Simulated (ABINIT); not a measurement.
Planning a run of ABINIT 10.8.3 on BP (F-43m). The input:

```
acell 3*1.0 Angstrom
rprim 
  0.000000000000 2.269000000000 2.269000000000
  2.269000000000 0.000000000000 2.269000000000
  2.269000000000 2.269000000000 0.000000000000
ntypat 2
znucl 5 15
natom 2
typat 1 2
xred 
  0.000000000000 0.000000000000 0.000000000000
  0.250000000000 0.250000000000 0.250000000000
pp_dirpath "pseudos"
pseudos "B.upf, P.upf"
ecut 34
ngkpt 4 4 4
nshiftk 1
shiftk 0 0 0
kptopt 1
chksymbreak 0
istwfk *1
occopt 1
irdwfk 1
optdriver 4
nband 111
gwcalctyp 28
ecutsigx 34
symsigma 0
nkptgw 8
kptgw 
  0.0000000000 0.0000000000 0.0000000000
  0.2500000000 0.0000000000 0.0000000000
  0.5000000000 0.0000000000 0.0000000000
  0.2500000000 0.2500000000 0.0000000000
  0.5000000000 0.2500000000 0.0000000000
  -0.2500000000 0.2500000000 0.0000000000
  0.5000000000 0.5000000000 0.0000000000
  -0.2500000000 0.5000000000 0.2500000000
bdgw 
  1 14
  1 14
  1 14
  1 14
  1 14
  1 14
  1 14
  1 14
ecuteps 8
irdscr 1
ppmodel 1
irdqps 1
rhoqpmix 0.3
indata_prefix "in"
outdata_prefix "out"
tmpdata_prefix "tmp"
```

```sh
OMP_NUM_THREADS=1 mpirun -n 8 abinit run.abi > log
```

Question: How long will it take on 8 MPI ranks of Intel Xeon Platinum 8259CL at 2.50GHz (Skylake/Cascade Lake), shared host, and how much memory?

It took 1.7 min; on shared hardware allow 51 s to 3.4 min. Peak host memory was 1.3 GiB.

[Paths, hosts, dates, memory and timing lines, banners, echoed tables and standing remarks are left out of the program output.]

[Logs are printed without paths, hosts, clocks, repeated set-up lines and the standing remarks that a program may print on its own settings, such as how far it seeks lower states.]

[Runs of the session that timed out or met a known fault of the program may be left out.]

[No measured gap is set beside runs whose start may be inverted or whose files or cutoffs have a known fault.]

[Hosts, paths, dates, database ids (printed as entryN), source tags and the programs' standing remarks are cut or masked in the printed files.]

[G0W0 gaps are taken among the corrected bands and points alone; a level outside them can change the order at an edge.]

[Where Ansatz stands beside ABINIT at settings called matched, ABINIT's density can come from a denser mesh and the files from another edition; pairs whose starting gaps differed by over 0.03 eV were left out, so agreement reads better than it is.]
